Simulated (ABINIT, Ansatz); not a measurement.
# MoF6 (Im-3m): G0W0 on several meshes in ABINIT

Aim: the GW shift of MoF6 (Im-3m) against the k mesh.

Program: ABINIT 10.8.3. Level of theory: LDA and many-body steps on it, plane waves. Results are calculated unless marked as measured.

## (1) The structure

The structure is cubic, space group Im-3m (No. 229). Conventional cell: a = 6.335 Å, b = 6.335 Å, c = 6.335 Å, α = 90.00°, β = 90.00°, γ = 90.00°. Mo has 6 F at 1.83 Å nearest. F has 1 Mo at 1.83 Å nearest. Farther neighbours and most contacts between anions are not listed.

The cell and positions are those that the Materials Project relaxed with its own functionals (PBE, PBE+U or r2SCAN), kept fixed.

## (2) Empty states on the mesh, 2×2×2 mesh, 256 bands

This step: ABINIT 10.8.3; DFT, LDA, plane waves, norm-conserving pseudopotentials.

The sums over transitions need many empty states on a uniform mesh; this step solves for them.

The input, run.abi:

```
acell 3*1.0 Angstrom
rprim 
  -3.167343216100 3.167343216100 3.167343216100
  3.167343216100 -3.167343216100 3.167343216100
  3.167343216100 3.167343216100 -3.167343216100
ntypat 2
znucl 42 9
natom 7
typat 1 2 2 2 2 2 2
xred 
  0.000000000000 0.000000000000 0.000000000000
  0.710671220000 0.710671220000 0.000000000000
  0.289328780000 0.289328780000 0.000000000000
  0.000000000000 0.289328780000 0.289328780000
  0.000000000000 0.710671220000 0.710671220000
  0.710671220000 0.000000000000 0.710671220000
  0.289328780000 0.000000000000 0.289328780000
pp_dirpath "pseudos"
pseudos "Mo.upf, F.upf"
ecut 36
ngkpt 2 2 2
nshiftk 1
shiftk 0 0 0
kptopt 1
chksymbreak 0
iscf -2
irdden 1
istwfk *1
nband 256
nbdbuf 22
tolwfr 1e-09
nstep 60
prtvol 0
indata_prefix "in"
outdata_prefix "out"
tmpdata_prefix "tmp"
```

Command:

```sh
$ OMP_NUM_THREADS=1 mpirun -n 4 abinit run.abi > log
```

Numbers of over 12 decimals in the logs are rounded to 6 here.

What it wrote:

```text
.Version 10.8.3 of ABINIT. v10.8.2 released Aug 2026.

 Symmetries : space group Im -3 m (#229); Bravais cI (body-center cubic)
[... echo of the input left out ...]
== DATASET  1 ==================================================================
-   mpi_nproc: 4, omp_nthreads: 1 (-1 if OMP is not activated)
-    --> not optimal distribution: autoparal keyword recommended in input file <--

--- !DatasetInfo
iteration_state: {dtset: 1, }
dimensions: {natom: 7, nkpt: 3, mband: 256, nsppol: 1, nspinor: 1, nspden: 1, mpw: 8992, }
cutoff_energies: {ecut:  36.0, pawecutdg:  -1.0, }
[...]
2.87663    2.87663    2.95912    2.96866    2.96866    2.96866    2.98382    2.98383
   2.98383    3.02446    3.04020    3.04023    3.04118    3.06965    3.07155    3.07579
 prteigrs : prtvol=0 or 1, do not print more k-points.

== END DATASET(S) ==============================================================
================================================================================

 -outvars: echo values of variables after computation  --------
            nband         256
             nkpt           3
          spgroup         229
 [... the other variables as echoed above ...]

 Calculation completed.
```

Elapsed: 3.1 min, on 4 MPI ranks of Arm Neoverse N1, shared host; peak memory 0.45 GiB; 12 min of CPU time.

Numbers from this step:

| Quantity | Value |
| --- | --- |
| gap | 4.294 eV |
| k of the valence top | 0, 0, 0 |
| k of the conduction bottom | 0.5, 0, 0 |
| least direct gap | 4.374 eV |
| k points computed | 3 |
| lowest point of the top converged band, above the valence top | 79.5144 eV |

On this mesh the gap is 4.294 eV.

The density comes from a self-consistent run that is not shown.

## (3) Screening, 2×2×2 mesh, 112 bands, screening to 114.3 eV

The RPA dielectric matrix is built and inverted for each q.

This step: RPA screening on LDA, plane waves, norm-conserving pseudopotentials.

run.abi, as its differences from that of step 2:

```diff
@@ -25,10 +25,11 @@
 chksymbreak 0
-iscf -2
-irdden 1
 istwfk *1
-nband 256
-nbdbuf 22
-tolwfr 1e-09
-nstep 60
-prtvol 0
+occopt 1
+irdwfk 1
+optdriver 3
+nband 112
+ecuteps 4.2
+inclvkb 2
+awtr 1
+symchi 1
 indata_prefix "in"
```

What it wrote:

```text
.Version 10.8.3 of ABINIT. v10.8.2 released Aug 2026.

 Symmetries : space group Im -3 m (#229); Bravais cI (body-center cubic)
[... echo of the input left out ...]
== DATASET  1 ==================================================================
-   mpi_nproc: 4, omp_nthreads: 1 (-1 if OMP is not activated)

--- !DatasetInfo
iteration_state: {dtset: 1, }
dimensions: {natom: 7, nkpt: 3, mband: 112, nsppol: 1, nspinor: 1, nspden: 1, mpw: 8992, }
cutoff_energies: {ecut:  36.0, pawecutdg:  -1.0, }
electrons: {nelect:   5.60000000E+01, charge:   0.00000000E+00, occopt:   1.00000000E+00, tsmear:   1.00000000E-02, }

 SCREENING: Calculation of the susceptibility and dielectric matrices

 Based on a program developped by R.W. Godby, V. Olevano, G. Onida, and L. Reining.
 Incorporated in ABINIT by V. Olevano, G.-M. Rignanese, and M. Torrent.
.Using double precision arithmetic ; gwpc =  8

[... cell and pseudopotentials left out ...]
--------------------------------------------------------------------------------

 ==== K-mesh for the wavefunctions ====
 Number of points in the irreducible wedge :     3
[... list of points left out ...]
 Together with 48 symmetry operations and time-reversal symmetry
 yields     8 points in the full Brillouin Zone.

 ==== Q-mesh for the screening function ====
 Number of points in the irreducible wedge :     3
[... list of points left out ...]
 Together with 48 symmetry operations and time-reversal symmetry
 yields     8 points in the full Brillouin Zone.

 setmesh: FFT mesh size selected  =    32x   32x   32
          total number of points  =        32768

 vcoul_init : cutoff-mode = AUXILIARY_FUNCTION
 q-points for optical limit:   1
     1)      0.000010    0.000020    0.000030

- screening: taking advantage of time-reversal symmetry
- Maximum band index for partially occupied states nbvw = 28
- Remaining bands to be divided among processors   nbcw = 84
- Number of bands treated by each node ~21

 Number of electrons calculated from density =   56.0000; Expected =   56.0000
 average of density, n =  0.065290
 r_s =    1.5406
 omega_plasma =   24.6478 [eV]

 calculating chi0 at frequencies [eV] :
  1    0.000000E+00    0.000000E+00
  2    0.000000E+00    2.464783E+01

--------------------------------------------------------------------------------
  q-point number  1        q = ( 0.000000, 0.000000, 0.000000) [r.l.u.]
--------------------------------------------------------------------------------
[... chi0 elements left out ...]
 For q-point:  0.000010 0.000020 0.000030
  dielectric constant =   1.9783
  dielectric constant without local fields =   2.8802

  Average fulfillment of the sum rule on Im[epsilon] for q-point    1 :     40.49  [%]
[... wings left out ...]
  q-point number  2        q = ( 0.500000, 0.000000, 0.000000) [r.l.u.]
--------------------------------------------------------------------------------
[... chi0 elements left out ...]
  Average fulfillment of the sum rule on Im[epsilon] for q-point    2 :     46.22  [%]

 [... 1 further q-points ...]
```

It took 34 s on 4 MPI ranks; peak memory 1 GiB; 2.3 min of CPU time.

Numbers from this step:

| Property | Result |
| --- | --- |
| ε∞ with local fields, on this mesh, along the program's q direction | 1.978 |
| the same without local fields | 2.880 |
| plasma frequency | 24.65 eV |
| plane waves in the screening matrix | 369 |

Local fields lower ε∞ by 31 %. On a Γ-centred mesh this coarse the value itself is usually too large, while a short band sum pulls it down.

## (4) 2×2×2

The self-energy is evaluated for the states that the input lists, and the levels follow from it, in one-shot runs by the linearised quasiparticle equation.

This step: G0W0 on LDA, plane waves, norm-conserving pseudopotentials.

run.abi, as its differences from that of step 3:

```diff
@@ -28,8 +28,17 @@
 irdwfk 1
-optdriver 3
+optdriver 4
 nband 112
+gwcalctyp 0
+ecutsigx 36
+symsigma 1
+nkptgw 2
+kptgw 
+  0.0000000000 0.0000000000 0.0000000000
+  0.5000000000 0.0000000000 0.0000000000
+bdgw 
+  26 31
+  27 30
 ecuteps 4.2
-inclvkb 2
-awtr 1
-symchi 1
+irdscr 1
+ppmodel 1
 indata_prefix "in"
```

What it wrote:

```text
.Version 10.8.3 of ABINIT. v10.8.2 released Aug 2026.

 Symmetries : space group Im -3 m (#229); Bravais cI (body-center cubic)
[... echo of the input left out ...]
== DATASET  1 ==================================================================
-   mpi_nproc: 4, omp_nthreads: 1 (-1 if OMP is not activated)

--- !DatasetInfo
iteration_state: {dtset: 1, }
dimensions: {natom: 7, nkpt: 3, mband: 112, nsppol: 1, nspinor: 1, nspden: 1, mpw: 8992, }
cutoff_energies: {ecut:  36.0, pawecutdg:  -1.0, }
electrons: {nelect:   5.60000000E+01, charge:   0.00000000E+00, occopt:   1.00000000E+00, tsmear:   1.00000000E-02, }

 SIGMA: Calculation of the GW corrections

 Based on a program developped by R.W. Godby, V. Olevano, G. Onida, and L. Reining.
 Incorporated in ABINIT by V. Olevano, G.-M. Rignanese, and M. Torrent.
.Using double precision arithmetic ; gwpc =  8

[... cell and pseudopotentials left out ...]
--------------------------------------------------------------------------------

 ==== K-mesh for the wavefunctions ====
 Number of points in the irreducible wedge :     3
[... list of points left out ...]
 Together with 48 symmetry operations and time-reversal symmetry
 yields     8 points in the full Brillouin Zone.

 ==== Q-mesh for screening function ====
 Number of points in the irreducible wedge :     3
[... list of points left out ...]
 Together with 48 symmetry operations and time-reversal symmetry
 yields     8 points in the full Brillouin Zone.

 vcoul_init : cutoff-mode = AUXILIARY_FUNCTION
 q-points for optical limit:   1
     1)      0.000010    0.000020    0.000030
 setmesh: FFT mesh size selected  =    45x   45x   45
          total number of points  =        91125

 Number of electrons calculated from density =   56.0000; Expected =   56.0000
 average of density, n =  0.065290
 r_s =    1.5406
 omega_plasma =   24.6478 [eV]

 === KS Band Gaps ===
  >>>> For spin  1
   Minimum direct gap =   4.3739 [eV], located at k-point      :   0.5000  0.0000  0.0000
   Fundamental gap    =   4.2937 [eV], Top of valence bands at :   0.0000  0.0000  0.0000
                                       Bottom of conduction at :   0.5000  0.0000  0.0000
 SIGMA fundamental parameters:
 PLASMON POLE MODEL  1
 number of plane-waves for SigmaX                 8781
 number of plane-waves for SigmaC and W            369
 number of plane-waves for wavefunctions          8781
 number of bands                                   112
 number of independent spin polarizations            1
 number of spinorial components                      1
 number of k-points in IBZ                           3
 number of q-points in IBZ                           3
 number of symmetry operations                      48
 number of k-points in BZ                            8
 number of q-points in BZ                            8
 number of frequencies for dSigma/dE                 9
 frequency step for dSigma/dE [eV]                0.25
 number of omega for Sigma on real axis              0
 max omega for Sigma on real axis  [eV]           0.00
 zcut for avoiding poles [eV]                     0.10

 EPSILON^-1 parameters (SCR file):
 dimension of the eps^-1 matrix on file            369
 dimension of the eps^-1 matrix used               369
 number of plane-waves for wavefunctions          8781
 number of bands                                   112
 number of q-points in IBZ                           3
 number of frequencies                               2
 number of real frequencies                          1
 number of imag frequencies                          1

 matrix elements of self-energy operator (all in [eV])

 Perturbative Calculation

--- !SelfEnergy_ee
iteration_state: {dtset: 1, }
kpoint     : [   0.000,    0.000,    0.000, ]
spin       : 1
KS_gap     :    4.409
QP_gap     :    8.907
Delta_QP_KS:    4.498
data: !SigmaeeData |
     Band     E0 <VxcDFT>   SigX SigC(E0)      Z dSigC/dE  Sig(E)    E-E0       E
       26  -4.388 -22.745 -29.804   5.409   0.775  -0.290 -24.024  -1.279  -5.667
       27  -4.388 -22.745 -29.804   5.409   0.775  -0.290 -24.024  -1.279  -5.667
       28  -4.388 -22.745 -29.804   5.409   0.775  -0.290 -24.024  -1.279  -5.667
       29   0.022 -20.820 -15.337  -1.645   0.838  -0.193 -17.602   3.219   3.240
       30   0.022 -20.820 -15.337  -1.645   0.838  -0.193 -17.602   3.219   3.240
       31   0.022 -20.820 -15.337  -1.645   0.838  -0.193 -17.602   3.219   3.240

--- !SelfEnergy_ee
iteration_state: {dtset: 1, }
kpoint     : [   0.500,    0.000,    0.000, ]
spin       : 1
KS_gap     :    4.374
QP_gap     :    8.857
Delta_QP_KS:    4.483
data: !SigmaeeData |
     Band     E0 <VxcDFT>   SigX SigC(E0)      Z dSigC/dE  Sig(E)    E-E0       E
       27  -4.486 -22.514 -29.573   5.387   0.775  -0.290 -23.810  -1.296  -5.782
       28  -4.468 -22.582 -29.653   5.403   0.775  -0.290 -23.875  -1.292  -5.760
       29  -0.094 -20.416 -14.915  -1.704   0.840  -0.190 -17.225   3.190   3.096
       30  -0.093 -20.407 -14.915  -1.704   0.840  -0.190 -17.224   3.183   3.089

== END DATASET(S) ==============================================================
================================================================================

 -outvars: echo values of variables after computation  --------
           etotal      0.0000000000E+00
            nband         112
             nkpt           3
          spgroup         229
 [... the other variables as echoed above ...]

 Calculation completed.
```

Wall time 18 s (4 MPI ranks); peak memory 0.88 GiB.

Numbers from this step:

```
G0W0 gap on the points computed              : 8.756 eV
starting gap on the mesh                     : 4.294 eV
k of the valence top                         : 0, 0, 0
k of the conduction bottom                   : 0.5, 0, 0
Z at the valence top                         : 0.775
Z at the conduction bottom                   : 0.84
least direct G0W0 gap on the computed points : 8.849 eV
```

The gap on the mesh goes from 4.29 eV to 8.76 eV, a correction of +4.46 eV.

## (5) Empty states on the mesh, 4×4×4 mesh, 122 bands

This step: DFT, LDA, plane waves, norm-conserving pseudopotentials.

run.abi, as its differences from that of step 4:

```diff
@@ -20,3 +20,3 @@
 ecut 36
-ngkpt 2 2 2
+ngkpt 4 4 4
 nshiftk 1
@@ -25,20 +25,10 @@
 chksymbreak 0
+iscf -2
+irdden 1
 istwfk *1
-occopt 1
-irdwfk 1
-optdriver 4
-nband 112
-gwcalctyp 0
-ecutsigx 36
-symsigma 1
-nkptgw 2
-kptgw 
-  0.0000000000 0.0000000000 0.0000000000
-  0.5000000000 0.0000000000 0.0000000000
-bdgw 
-  26 31
-  27 30
-ecuteps 4.2
-irdscr 1
-ppmodel 1
+nband 122
+nbdbuf 10
+tolwfr 1e-09
+nstep 60
+prtvol 0
 indata_prefix "in"
```

What it wrote:

```text
.Version 10.8.3 of ABINIT. v10.8.2 released Aug 2026.

 Symmetries : space group Im -3 m (#229); Bravais cI (body-center cubic)
[... echo of the input left out ...]
== DATASET  1 ==================================================================
-   mpi_nproc: 4, omp_nthreads: 1 (-1 if OMP is not activated)

--- !DatasetInfo
iteration_state: {dtset: 1, }
dimensions: {natom: 7, nkpt: 8, mband: 122, nsppol: 1, nspinor: 1, nspden: 1, mpw: 8992, }
cutoff_energies: {ecut:  36.0, pawecutdg:  -1.0, }
[...]
1.42154    1.42584    1.42584    1.43597    1.43597    1.43597    1.56202    1.56202
   1.56202    1.58454    1.58454    1.58454    1.61460    1.61461    1.63932    1.63944
   1.63997    1.65458
 prteigrs : prtvol=0 or 1, do not print more k-points.

== END DATASET(S) ==============================================================
================================================================================

 -outvars: echo values of variables after computation  --------
            nband         122
             nkpt           8
          spgroup         229
 [... the other variables as echoed above ...]

 Calculation completed.
```

The job ended after 2.2 min (4 MPI ranks; peak memory 0.5 GiB; 8.7 min of CPU time).

This step gave:

| Quantity | Value |
| --- | --- |
| gap | 4.293 eV |
| k of the valence top | 0, 0, 0 |
| k of the conduction bottom | 0.25, 0.25, 0 |
| least direct gap | 4.374 eV |
| k points computed | 8 |
| lowest point of the top converged band, above the valence top | 45.70 eV |

On this mesh the gap is 4.293 eV.

## (6) Screening, 4×4×4 mesh, 112 bands, screening to 114.3 eV

This step: RPA screening on LDA, plane waves, norm-conserving pseudopotentials.

run.abi, as its differences from that of step 5:

```diff
@@ -25,10 +25,11 @@
 chksymbreak 0
-iscf -2
-irdden 1
 istwfk *1
-nband 122
-nbdbuf 10
-tolwfr 1e-09
-nstep 60
-prtvol 0
+occopt 1
+irdwfk 1
+optdriver 3
+nband 112
+ecuteps 4.2
+inclvkb 2
+awtr 1
+symchi 1
 indata_prefix "in"
```

What it wrote:

```text
.Version 10.8.3 of ABINIT. v10.8.2 released Aug 2026.

 Symmetries : space group Im -3 m (#229); Bravais cI (body-center cubic)
[... echo of the input left out ...]
== DATASET  1 ==================================================================
-   mpi_nproc: 4, omp_nthreads: 1 (-1 if OMP is not activated)

--- !DatasetInfo
iteration_state: {dtset: 1, }
dimensions: {natom: 7, nkpt: 8, mband: 112, nsppol: 1, nspinor: 1, nspden: 1, mpw: 8992, }
cutoff_energies: {ecut:  36.0, pawecutdg:  -1.0, }
electrons: {nelect:   5.60000000E+01, charge:   0.00000000E+00, occopt:   1.00000000E+00, tsmear:   1.00000000E-02, }

 SCREENING: Calculation of the susceptibility and dielectric matrices

 Based on a program developped by R.W. Godby, V. Olevano, G. Onida, and L. Reining.
 Incorporated in ABINIT by V. Olevano, G.-M. Rignanese, and M. Torrent.
.Using double precision arithmetic ; gwpc =  8

[... cell and pseudopotentials left out ...]
--------------------------------------------------------------------------------

 ==== K-mesh for the wavefunctions ====
 Number of points in the irreducible wedge :     8
[... list of points left out ...]
 Together with 48 symmetry operations and time-reversal symmetry
 yields    64 points in the full Brillouin Zone.

 ==== Q-mesh for the screening function ====
 Number of points in the irreducible wedge :     8
[... list of points left out ...]
 Together with 48 symmetry operations and time-reversal symmetry
 yields    64 points in the full Brillouin Zone.

 setmesh: FFT mesh size selected  =    32x   32x   32
          total number of points  =        32768

 vcoul_init : cutoff-mode = AUXILIARY_FUNCTION
 q-points for optical limit:   1
     1)      0.000010    0.000020    0.000030

- screening: taking advantage of time-reversal symmetry
- Maximum band index for partially occupied states nbvw = 28
- Remaining bands to be divided among processors   nbcw = 84
- Number of bands treated by each node ~21

 Number of electrons calculated from density =   56.0000; Expected =   56.0000
 average of density, n =  0.065290
 r_s =    1.5406
 omega_plasma =   24.6478 [eV]

 calculating chi0 at frequencies [eV] :
  1    0.000000E+00    0.000000E+00
  2    0.000000E+00    2.464783E+01

--------------------------------------------------------------------------------
  q-point number  1        q = ( 0.000000, 0.000000, 0.000000) [r.l.u.]
--------------------------------------------------------------------------------
[... chi0 elements left out ...]
 For q-point:  0.000010 0.000020 0.000030
  dielectric constant =   1.9618
  dielectric constant without local fields =   2.8585

  Average fulfillment of the sum rule on Im[epsilon] for q-point    1 :     40.45  [%]
[... wings left out ...]
  q-point number  2        q = ( 0.250000, 0.000000, 0.000000) [r.l.u.]
--------------------------------------------------------------------------------
[... chi0 elements left out ...]
  Average fulfillment of the sum rule on Im[epsilon] for q-point    2 :     50.61  [%]

 [... 6 further q-points ...]
```

The job ended after 3.7 min (4 MPI ranks; peak memory 1.7 GiB; 15 min of CPU time).

This step gave:

* ε∞ with local fields, on this mesh, along the program's q direction: 1.962
* the same without local fields: 2.858
* plasma frequency: 24.65 eV
* plane waves in the screening matrix: 369

(Continued in part 2 of 2.)

[Paths, hosts, dates, memory and timing lines, banners, echoed tables and standing remarks are left out of the program output.]

[Logs are printed without paths, hosts, clocks, repeated set-up lines and the standing remarks that a program may print on its own settings, such as how far it seeks lower states.]

[Runs of the session that timed out or met a known fault of the program may be left out.]

[No measured gap is set beside runs whose start may be inverted or whose files or cutoffs have a known fault.]

[Hosts, paths, dates, database ids (printed as entryN), source tags and the programs' standing remarks are cut or masked in the printed files.]

[G0W0 gaps are taken among the corrected bands and points alone; a level outside them can change the order at an edge.]

[Where Ansatz stands beside ABINIT at settings called matched, ABINIT's density can come from a denser mesh and the files from another edition; pairs whose starting gaps differed by over 0.03 eV were left out, so agreement reads better than it is.]
